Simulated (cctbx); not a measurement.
## Symmetry from intensities

Cell: a = 11.8770 Å, b = 4.9410 Å, c = 8.2440 Å, α = 90.00°, β = 131.94°, γ = 90.00°. Expected content of the cell: Ce4 Ba4 Cu4.

Simulated single-crystal data (cctbx): Ag Kα, λ = 0.56087 Å, to d = 0.7 Å, 50 % of the full sphere, strongest reflection 40000 counts, noise from counting, a 6 % proportional error and a noise floor of 15 counts (s.d.); no absorption, some extinction.

Tests on the unmerged data give:

```text
2220 reflections to d = 0.700 A
centring   violations  <I/sigma> of those
    A        509 of  1091      6.3
    B        509 of  1127      6.0
    C          0 of  1084     -0.0
    I        506 of  1116      6.2
    R        647 of  1469      6.1
    F        509 of  1651      4.1
Laue class    unique    Rint  (classes that these axes allow; Friedel mates merged)
C 1 2/m 1         562   0.038
space group    extra absences  I>4sigma  <I/sigma>
C 1 2 1                 0          0         -  acentric
C 1 m 1                 0          0         -  acentric
C 1 2/m 1               0          0         -  centric
Wilson B = 0.77 A^2   <|E^2-1|> = 0.876 (0.968 centric, 0.736 acentric)   E^2>4: 1.8 %
shell (A)         n   <I/sigma>
 6.13 - 1.40     76     17.9
 1.40 - 1.11     69     16.2
 1.11 - 0.97     71     15.3
 0.97 - 0.88     71     16.1
 0.88 - 0.82     66     16.3
 0.82 - 0.77     76     13.0
 0.77 - 0.73     58     14.6
 0.73 - 0.70     75     14.2
```

**Question.** What are the lattice type, the Laue class and the likely space group?

The reflections that C centring forbids are absent (⟨I/σ⟩ near 0), so the lattice is C.

Only C 1 2/m 1 fits these axes (Rint 0.038); a search for a hidden higher lattice was not made.

3 settings pass the absence test. No glide or screw absences show, which leaves C 1 2 1, C 1 m 1 and C 1 2/m 1.

⟨|E²−1|⟩ = 0.876 lies between the two ideal values. The Wilson B of 0.77 Å² means U ≈ 0.0098 Å².

The true group is C2/m (no. 12), Laue class 2/m, centrosymmetric. The tables only narrow the choice to the tied entries; cell content, site symmetry and trial solutions must settle it.

The model was made for the exercise: a known structure type with other elements put in, its volume estimated, not relaxed; displacement parameters are assumed.

[Logs are printed without paths, hosts, clocks, repeated set-up lines and the standing remarks that a program may print on its own settings, such as how far it seeks lower states.]
